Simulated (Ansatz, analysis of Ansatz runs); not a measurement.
# Bond-centred H+ along c in ZnO: local vibrational mode against experiment

How near does this set-up come to the measured local vibrational mode? Subject: bond-centred H+ along c in ZnO. Set-up: r2SCAN, 72-site cell, r2SCAN lattice, 500 eV, k: the single point 1/4 1/4 1/4. The model is a cell of 72 host atoms with 1 H put in. The frequencies come from force constants among the defect atom and its neighbours, with the masses of the isotopes named. A meta-GGA costs about twice a GGA and mends lattice constants and part of the gap.

**The experiment.** O-H stretch, 1H: 3611.3 cm⁻¹ at 10 K, by IR absorption (quoted in “Hydrogen and Related Defects in Oxide Semiconductors”, 2012, M. C. Tarun, 2012 (Ph.D. dissertation, Washington State University), quoting earlier work (2002)). O-D stretch, 2H: 2668 cm⁻¹ at 9 K, by FTIR absorption (quoted in “Hydrogen-related defects in hydrothermally grown ZnO studied by Fourier Transform Infrared Spectroscopy”, 2010, Halvard Haug, quoting earlier work (2005)). The calculation is set beside it at the end.

Method: plane-wave PAW DFT, r2SCAN; relaxation of all atoms of a defect supercell, in Ansatz 0.2.0.

## 1. The starting structure

The cell holds 73 atoms: 36 Zn, 36 O and 1 H. Cell: a = 9.706 Å, b = 9.706 Å, c = 10.422 Å, α = 90.0°, β = 90.0°, γ = 120.0°. It derives from ZnO (space group P6_3mc). Nearest the centre at fractional (0.444, 0.556, 0.369): H73 at 0.00 Å, O36 at 0.99 Å, Zn33 at 1.69 Å, Zn14 at 2.32 Å, Zn46 at 2.32 Å, Zn38 at 2.32 Å, O11 at 2.64 Å, O43 at 2.64 Å. The cell carries charge +1.

The host's primitive cell comes from a first run (plane-wave PAW DFT, r2SCAN; relaxation of the host's cell and atoms): vectors of 3.235, 3.235 and 5.211 Å. That is 11.81 Å³ an atom, 0.8 % under the diffraction cell's volume. The supercell is built on it.

## 2. Relaxation, charge +1

Every later number rests on the structure around the defect, so the atoms are relaxed at the host's lattice first.

Input file relax/input.yaml:

```yaml
relax:
  f_tol: 0.01
  max_steps: 80
  random_displacement: { amplitude: 0.02, seed: 903 }
crystal:
  lattice:
    - [9.70585879, 0.0, 0.0]
    - [-4.8529294, 8.40552028, 0.0]
    - [0.0, 0.0, 10.42205777]
  atoms:
    - { symbol: Zn, position: [0.111111111, 0.222222222, 0.249833671] }
    - { symbol: Zn, position: [0.222222222, 0.111111111, -0.000166329] }
    - { symbol: O, position: [0.222222222, 0.111111111, 0.189671329] }
    - { symbol: O, position: [0.111111111, 0.222222222, 0.439671329] }
    - { symbol: Zn, position: [0.111111111, 0.222222222, 0.749833671] }
    - { symbol: Zn, position: [0.222222222, 0.111111111, 0.499833671] }
    - { symbol: O, position: [0.222222222, 0.111111111, 0.689671329] }
    - { symbol: O, position: [0.111111111, 0.222222222, 0.939671329] }
    - { symbol: Zn, position: [0.111111111, 0.555555556, 0.249833671] }
    - { symbol: Zn, position: [0.222222222, 0.444444444, -0.000166329] }
    - { symbol: O, position: [0.222222222, 0.444444444, 0.189671329] }
    - { symbol: O, position: [0.111111111, 0.555555556, 0.439671329] }
    - { symbol: Zn, position: [0.111111111, 0.555555556, 0.749833671] }
    - { symbol: Zn, position: [0.222222222, 0.444444444, 0.499833671] }
    - { symbol: O, position: [0.222222222, 0.444444444, 0.689671329] }
    - { symbol: O, position: [0.111111111, 0.555555556, 0.939671329] }
    - { symbol: Zn, position: [0.111111111, 0.888888889, 0.249833671] }
    - { symbol: Zn, position: [0.222222222, 0.777777778, -0.000166329] }
    - { symbol: O, position: [0.222222222, 0.777777778, 0.189671329] }
    - { symbol: O, position: [0.111111111, 0.888888889, 0.439671329] }
    - { symbol: Zn, position: [0.111111111, 0.888888889, 0.749833671] }
    - { symbol: Zn, position: [0.222222222, 0.777777778, 0.499833671] }
    - { symbol: O, position: [0.222222222, 0.777777778, 0.689671329] }
    - { symbol: O, position: [0.111111111, 0.888888889, 0.939671329] }
    - { symbol: Zn, position: [0.444444444, 0.222222222, 0.249833671] }
    - { symbol: Zn, position: [0.555555556, 0.111111111, -0.000166329] }
    - { symbol: O, position: [0.555555556, 0.111111111, 0.189671329] }
    - { symbol: O, position: [0.444444444, 0.222222222, 0.439671329] }
    - { symbol: Zn, position: [0.444444444, 0.222222222, 0.749833671] }
    - { symbol: Zn, position: [0.555555556, 0.111111111, 0.499833671] }
    - { symbol: O, position: [0.555555556, 0.111111111, 0.689671329] }
    - { symbol: O, position: [0.444444444, 0.222222222, 0.939671329] }
    - { symbol: Zn, position: [0.444444444, 0.555555556, 0.206656017] }
    - { symbol: Zn, position: [0.555555556, 0.444444444, -0.000166329] }
    - { symbol: O, position: [0.555555556, 0.444444444, 0.189671329] }
    - { symbol: O, position: [0.444444444, 0.555555556, 0.463658915] }
    - { symbol: Zn, position: [0.444444444, 0.555555556, 0.749833671] }
    - { symbol: Zn, position: [0.555555556, 0.444444444, 0.499833671] }
    - { symbol: O, position: [0.555555556, 0.444444444, 0.689671329] }
    - { symbol: O, position: [0.444444444, 0.555555556, 0.939671329] }
    - { symbol: Zn, position: [0.444444444, 0.888888889, 0.249833671] }
    - { symbol: Zn, position: [0.555555556, 0.777777778, -0.000166329] }
    - { symbol: O, position: [0.555555556, 0.777777778, 0.189671329] }
    - { symbol: O, position: [0.444444444, 0.888888889, 0.439671329] }
    - { symbol: Zn, position: [0.444444444, 0.888888889, 0.749833671] }
    - { symbol: Zn, position: [0.555555556, 0.777777778, 0.499833671] }
    - { symbol: O, position: [0.555555556, 0.777777778, 0.689671329] }
    - { symbol: O, position: [0.444444444, 0.888888889, 0.939671329] }
    - { symbol: Zn, position: [0.777777778, 0.222222222, 0.249833671] }
    - { symbol: Zn, position: [0.888888889, 0.111111111, -0.000166329] }
    - { symbol: O, position: [0.888888889, 0.111111111, 0.189671329] }
    - { symbol: O, position: [0.777777778, 0.222222222, 0.439671329] }
    - { symbol: Zn, position: [0.777777778, 0.222222222, 0.749833671] }
    - { symbol: Zn, position: [0.888888889, 0.111111111, 0.499833671] }
    - { symbol: O, position: [0.888888889, 0.111111111, 0.689671329] }
    - { symbol: O, position: [0.777777778, 0.222222222, 0.939671329] }
    - { symbol: Zn, position: [0.777777778, 0.555555556, 0.249833671] }
    - { symbol: Zn, position: [0.888888889, 0.444444444, -0.000166329] }
    - { symbol: O, position: [0.888888889, 0.444444444, 0.189671329] }
    - { symbol: O, position: [0.777777778, 0.555555556, 0.439671329] }
    - { symbol: Zn, position: [0.777777778, 0.555555556, 0.749833671] }
    - { symbol: Zn, position: [0.888888889, 0.444444444, 0.499833671] }
    - { symbol: O, position: [0.888888889, 0.444444444, 0.689671329] }
    - { symbol: O, position: [0.777777778, 0.555555556, 0.939671329] }
    - { symbol: Zn, position: [0.777777778, 0.888888889, 0.249833671] }
    - { symbol: Zn, position: [0.888888889, 0.777777778, -0.000166329] }
    - { symbol: O, position: [0.888888889, 0.777777778, 0.189671329] }
    - { symbol: O, position: [0.777777778, 0.888888889, 0.439671329] }
    - { symbol: Zn, position: [0.777777778, 0.888888889, 0.749833671] }
    - { symbol: Zn, position: [0.888888889, 0.777777778, 0.499833671] }
    - { symbol: O, position: [0.888888889, 0.777777778, 0.689671329] }
    - { symbol: O, position: [0.777777778, 0.888888889, 0.939671329] }
    - { symbol: H, position: [0.444444001, 0.555555999, 0.368595329] }
total_charge: 1
basis:
  ecutwfc: 500
  xc_grid: 2
hamiltonian:
  xc: r2scan
kpoints:
  mp_grid: { grid: [1, 1, 1], shift: [0.25, 0.25, 0.25] }
scf:
  occupations: { method: fermi_dirac, width: 0.01 }
  max_iter: 120
output:
  forces: true
checkpoint:
  write: "../relax.run"
  compress: false
  write_wavefunctions: true
  write_every: 100000
```

Launch:

```bash
$ ansatz run input.yaml --threads 2 --pin off --max-ram 4710MiB --backend cpu --events-out ev --progress --plain --runs-dir out
```

Numbers of over 12 decimals in the logs are rounded to 6 here.

Log:

```text
[... repeated set-up lines and file paths are left out, and long positions are rounded to six places ...]
Engine: ansatz 0.2.0, aarch64-unknown-linux-gnu
Pseudopotentials: kind: paw
Pseudopotential: Zn, paw, valence charge 12, recommended cutoff 500 eV (meta_gga), Zn.paw.azcp
Pseudopotential: O, paw, valence charge 6, recommended cutoff 500 eV (meta_gga), O.paw.azcp
Pseudopotential: H, paw, valence charge 1, recommended cutoff 500 eV (meta_gga), H.paw.azcp
Functional definition: r2SCAN
  parameter k0 = 0.174
  parameter k1 = 0.065
  parameter a1 = 4.9479
  exchange = r2scan_x(k0 = k0, k1 = k1, a1 = a1)
  correlation = r2scan_c
Crystal: 73 atoms, lattice volume = 850.261 Å³
Basis set: ecut = 500 eV, 21585 PW (Γ), exchange–correlation on 144×144×160 points (8 copies of the dense FFT grid, shifted against one another)
Bands: 397, of which v1, the nominal top of the filled ones, is band 324 counted from 1 (323 counted from 0)
Symmetry: 1 space group operations
k-points: 1
Non-local potential: Zn, projectors of the file, l = 0: 2, l = 1: 2, l = 2: 3, l = 3: 1
Non-local potential: O, projectors of the file, l = 0: 2, l = 1: 2, l = 2: 1
Non-local potential: H, projectors of the file, l = 0: 2, l = 1: 1
PAW form: soft (Blöchl's): semilocal exchange-correlation on the pseudo side does not see the compensation charge
PAW frozen core: Zn, regenerated for the run's functional (the file was generated under x = pbe(κ = 0.804, μ = 0.219515), c = pbe(β = 0.066725))
PAW frozen core: O, regenerated for the run's functional (the file was generated under x = pbe(κ = 0.804, μ = 0.219515), c = pbe(β = 0.066725))
PAW one-centre angular grid: Zn, 590 points (default); XC on 261 of its mesh's 2673 points in the sphere
PAW one-centre angular grid: O, 302 points (default); XC on 160 Gauss nodes
PAW one-centre angular grid: H, 302 points (default); XC on 160 Gauss nodes
Initial density: superposition of atomic densities (neutral atoms scaled as one to the charged cell's electrons: chi_scale 0, normalization atom), corrected by the library's trained network
Initial wavefunctions: pseudopotential atomic-orbital guess
Functional: x = r2scan, c = r2scan; τ floored in thin density (d = 2e-4 eV/Å³)
SCF iter   1: F=—  HF=-140240.957468 eV  |F-HF|=—  |Δ(HF+E_count)|=         —  Δρ=2.73e-2  dr2=3.22e0  dr2_τ=1.84e0  ethr=1.77e-3  ⟨swp⟩=6.0  Hψ=1475  notcnv=0  defer=6
preconditioner: auto → Resta (q_TF=auto, 2.608 Å⁻¹)  ε∞=6.5  [insulator: Δε(μ)=2.818 eV  Ē_g=13.829 eV  σ=0.010 eV  W_gap=1.00  n_scr=242 (ndim 8)  ℏωp=32.4 eV  f_vac=0.033  D(μ)=0.00/eV (n_scr^D=0)  ε∞_Penn≈6.5]
SCF iter   2: F=—  HF=-140240.809185 eV  |F-HF|=—  |Δ(HF+E_count)|=   1.48e-1  Δρ=5.68e-3  dr2=2.33e-1  dr2_τ=1.87e-2  ethr=4.96e-4  ⟨swp⟩=2.0  Hψ=751  notcnv=0  defer=66
SCF iter   3: F=—  HF=-140240.698686 eV  |F-HF|=—  |Δ(HF+E_count)|=   1.10e-1  Δρ=5.64e-3  dr2=1.59e-1  dr2_τ=4.12e-3  ethr=3.60e-5  ⟨swp⟩=2.0  Hψ=625  notcnv=0  defer=66
SCF iter   4: F=—  HF=-140240.651486 eV  |F-HF|=—  |Δ(HF+E_count)|=   4.72e-2  Δρ=8.14e-4  dr2=4.79e-3  dr2_τ=5.40e-4  ethr=2.45e-5  ⟨swp⟩=2.0  Hψ=626  notcnv=0  defer=66
SCF iter   5: F=—  HF=-140240.655413 eV  |F-HF|=—  |Δ(HF+E_count)|=   3.93e-3  Δρ=4.84e-4  dr2=1.29e-3  dr2_τ=8.61e-5  ethr=7.38e-7  ⟨swp⟩=2.0  Hψ=662  notcnv=0  defer=66
SCF iter   6: F=—  HF=-140240.657019 eV  |F-HF|=—  |Δ(HF+E_count)|=   1.61e-3  Δρ=3.30e-4  dr2=5.54e-4  dr2_τ=1.63e-5  ethr=1.98e-7  ⟨swp⟩=3.0  Hψ=667  notcnv=0  defer=66
SCF iter   7: F=—  HF=-140240.656625 eV  |F-HF|=—  |Δ(HF+E_count)|=   3.94e-4  Δρ=6.42e-5  dr2=3.95e-5  dr2_τ=1.15e-6  ethr=8.55e-8  ⟨swp⟩=3.0  Hψ=792  notcnv=0  defer=66
SCF iter   8: F=—  HF=-140240.656654 eV  |F-HF|=—  |Δ(HF+E_count)|=   2.89e-5  Δρ=4.01e-5  dr2=1.13e-5  dr2_τ=1.53e-6  ethr=6.10e-9  ⟨swp⟩=2.0  Hψ=655  notcnv=0  defer=66
SCF iter   9: F=-140240.656652 eV  HF=-140240.656653 eV  |F-HF|=5.64e-7  |Δ(HF+E_count)|=   8.51e-7  Δρ=1.15e-5  dr2=1.41e-6  dr2_τ=5.37e-8  ethr=3.86e-10  ⟨swp⟩=3.0  Hψ=1588  notcnv=0
SCF 1 converged in 9 iterations: F = -140240.656652 eV  dr2 = 1.41e-6
  greatest PAW one-centre occupation: 0.988 electrons in one spin orbital (limit 2), on the Zn atom at site 32 (counted from 0), in its partial waves of l = 2
relax step   1: F+E_penalty+E_count = -140240.65665228 eV  Δ(F+E_penalty+E_count) = +0.000e0 eV  max|allowed force component| = 2.344e0 eV/Å  Δτ_max = 0.0000 Å  (9 SCF iters, dr2 threshold 2.50e-6 eV, accepted)
[... the SCF cycles and remarks between the steps are left out from here to the last step ...]
relax step   2: F+E_penalty+E_count = -140241.26644974 eV  Δ(F+E_penalty+E_count) = -6.098e-1 eV  max|allowed force component| = 1.323e0 eV/Å  Δτ_max = 0.1002 Å  (6 SCF iters, dr2 threshold 1.00e-4 eV, accepted)
relax step   3: F+E_penalty+E_count = -140241.52545601 eV  Δ(F+E_penalty+E_count) = -2.590e-1 eV  max|allowed force component| = 3.942e0 eV/Å  Δτ_max = 0.2000 Å  (6 SCF iters, dr2 threshold 1.00e-4 eV, accepted)
relax step   4: F+E_penalty+E_count = -140241.66542576 eV  Δ(F+E_penalty+E_count) = -1.400e-1 eV  max|allowed force component| = 2.502e-1 eV/Å  Δτ_max = 0.0559 Å  (5 SCF iters, dr2 threshold 1.00e-4 eV, accepted)
relax step   5: F+E_penalty+E_count = -140241.66212086 eV  Δ(F+E_penalty+E_count) = +3.305e-3 eV  max|allowed force component| = 2.331e-1 eV/Å  Δτ_max = 0.0486 Å  (7 SCF iters, dr2 threshold 3.91e-6 eV, rejected (line search))
relax step   6: F+E_penalty+E_count = -140241.67064738 eV  Δ(F+E_penalty+E_count) = -5.222e-3 eV  max|allowed force component| = 6.249e-2 eV/Å  Δτ_max = 0.0243 Å  (9 SCF iters, accepted)
relax step   7: F+E_penalty+E_count = -140241.67087938 eV  Δ(F+E_penalty+E_count) = -2.320e-4 eV  max|allowed force component| = 9.445e-3 eV/Å  Δτ_max = 0.0060 Å  (6 SCF iters, dr2 threshold 2.44e-7 eV, accepted)
iter 1 solved again at ethr=2.69e-11 eV; its pass at ethr=3.10e-3 eV (dr2=1.75e-7 eV) is discarded
SCF iter   1: F=—  HF=-140241.670879 eV  |F-HF|=—  |Δ(HF+E_count)|=         —  Δρ=4.14e-6  dr2=1.74e-7  dr2_τ=6.19e-9  ethr=2.69e-11  ⟨swp⟩=1.0  Hψ=1103  notcnv=0  defer=67
SCF iter   2: F=-140241.670879 eV  HF=-140241.670879 eV  |F-HF|=1.57e-9  |Δ(HF+E_count)|=   9.14e-9  Δρ=2.32e-6  dr2=6.73e-8  dr2_τ=1.97e-9  ethr=1.54e-11  ⟨swp⟩=3.0  Hψ=1628  notcnv=0
SCF 8 converged in 2 iterations: F = -140241.670879 eV  dr2 = 6.73e-8
relax step   8: F+E_penalty+E_count = -140241.67087944 eV  Δ(F+E_penalty+E_count) = -5.867e-8 eV  max|allowed force component| = 9.396e-3 eV/Å  Δτ_max = 0.0000 Å  (2 SCF iters, accepted)
NSCF: frozen V_eff on 1 k-points
the band table was solved once a step of the walk had ended and its energy, with any forces and stress, was formed, with the checks that follow a solve (1330 applications of the Hamiltonian). They found nothing against the state; [...]
iter 1 solved again at ethr=1.04e-11 eV; its pass at ethr=3.10e-3 eV (dr2=6.73e-8 eV) is discarded
SCF iter   1: F=—  HF=-140241.670879 eV  |F-HF|=—  |Δ(HF+E_count)|=         —  Δρ=2.32e-6  dr2=6.73e-8  dr2_τ=1.97e-9  ethr=1.04e-11  ⟨swp⟩=1.0  Hψ=1103  notcnv=0
SCF iter   2: F=-140241.670879 eV  HF=-140241.670879 eV  |F-HF|=2.27e-9  |Δ(HF+E_count)|=   6.96e-9  Δρ=1.58e-6  dr2=3.15e-8  dr2_τ=6.32e-10  ethr=1.04e-11  ⟨swp⟩=4.0  Hψ=1251  notcnv=0
SCF 9 converged in 2 iterations: F = -140241.670879 eV  dr2 = 3.15e-8
NSCF: frozen V_eff on 1 k-points
the band table was solved once a step of the walk had ended and its energy, with any forces and stress, was formed, with the checks that follow a solve (1093 applications of the Hamiltonian). They found nothing against the state; [...]
SCF converged after 2 iterations
Free energy (F): -140241.670879 eV
Harris-Foulkes:  -140241.670879 eV  (|F-HF|=2.27e-9)
Internal energy: -140241.670879 eV  (E = F + TS)
E sigma→0 (E₀):  -140241.670879 eV
Fermi energy:    8.186110 eV
--- Per-component energies (eV) ---
  E_band       = 886.399461
  E_kinetic    = 11037.907710
  E_local      = -72413.886365  (includes V_loc(G=0)·N_el)
  E_nonlocal   = 24160.745296
  E_hartree    = 29903.866543
  E_xc         = -7072.469624
  E_vxc        = -5687.860846  (∫ρ·V_xc dr)
  E_paw        = -72517.766671  (= ΣΔE_a)
  E_vpaw       = -16363.235645  (= ΣTr[D̂ρ^β])
  E_aug_tail   = 0.032763  (compensation charges beyond the density's cutoff)
  E_vtau       = 344.964570  (kinetic-family band-sum trace: ∫τ·v_τ [+ j·A + Jᵃ·Aᵃ] dr)
  E_ewald      = -53332.376386
  E_core_change = -7.724147  (= ΣΔE_core)
  E_smearing   = -0.000000  (= −TS)
  E_closure    = -0.000000  (closes the sum)
  E_deformation_potential = 14.206052  (in the stress; not in F)
  Σ components = -140241.670879   (vs F -140241.670879, Δ=0.00e0)
--- Forces (eV/Å), atoms counted from 1 ---
  atom   1  Zn    -0.00373464    -0.00322023    -0.00133167
  atom   2  Zn     0.00479879     0.00188625    -0.00389629
  [... 8 atoms left out ...]
  atom  11  O      0.00388462     0.00105925     0.00119883
  atom  12  O     -0.00118504    -0.00064410    -0.00258232
  [... 1 atom left out ...]
  atom  14  Zn     0.00206977     0.00100378    -0.00051475
  [... 18 atoms left out ...]
  atom  33  Zn    -0.00005782    -0.00078164    -0.01137027
  [... 1 atom left out ...]
  atom  35  O     -0.00286429     0.00129047     0.00046713
  atom  36  O     -0.00038539     0.00135092     0.00267251
  [... 1 atom left out ...]
  atom  38  Zn     0.00516027     0.00279728    -0.00166727
  [... 4 atoms left out ...]
  atom  43  O      0.00078685    -0.00269489     0.00362290
  [... 2 atoms left out ...]
  atom  46  Zn     0.00307876     0.00321268    -0.00146149
  [... 26 atoms left out ...]
  atom  73  H     -0.00048452     0.00165135    -0.00772761
  max |Σ_I F_I| component: 1.43e-1 eV/Å
--- Band table (eV) ---
  k-point 0: bands = ["-14.0336", "-12.0531", "-11.9445", "-11.8958", [... 389 left out ...] "17.8257", "17.8428", "17.8873", "17.9340"]
--- Relaxed structure (8 steps of the walk, 7 accepted, 0 SCFs on fresh bases) ---
  F+E_penalty+E_count = -140241.67087944 eV   max|allowed force component| = 9.396e-3 eV/Å
  atoms:
    - { symbol: Zn, position: [0.110743, 0.221829, 0.250604] }
    - { symbol: Zn, position: [0.221115, 0.108918, 0.001249] }
    [... 8 atoms left out ...]
    - { symbol: O, position: [0.217744, 0.442320, 0.185677] }
    - { symbol: O, position: [0.111947, 0.554913, 0.440375] }
    [... 1 atom left out ...]
    - { symbol: Zn, position: [0.208168, 0.436990, 0.510481] }
    [... 18 atoms left out ...]
    - { symbol: Zn, position: [0.444013, 0.555813, 0.172452] }
    [... 1 atom left out ...]
    - { symbol: O, position: [0.557174, 0.442674, 0.185795] }
    - { symbol: O, position: [0.444227, 0.555021, 0.463871] }
    [... 1 atom left out ...]
    - { symbol: Zn, position: [0.562359, 0.436916, 0.510677] }
    [... 4 atoms left out ...]
    - { symbol: O, position: [0.557437, 0.782072, 0.185581] }
    [... 2 atoms left out ...]
    - { symbol: Zn, position: [0.562299, 0.791029, 0.510355] }
    [... 26 atoms left out ...]
    - { symbol: H, position: [0.444306, 0.554517, 0.371316] }
```

Wall time 9.3 min (2 threads of Arm Neoverse V1, shared host); peak memory 2.7 GiB.

(Part 1 of 2 ends here.)

[Logs are printed without paths, hosts, clocks, repeated set-up lines and the standing remarks that a program may print on its own settings, such as how far it seeks lower states.]

[Hosts, paths, dates, database ids (printed as entryN), source tags and the programs' standing remarks are cut or masked in the printed files.]

[For some hosts the program warned that the k-mesh of the response run may be too coarse for force constants and the static dielectric constant; such warnings are not shown here.]
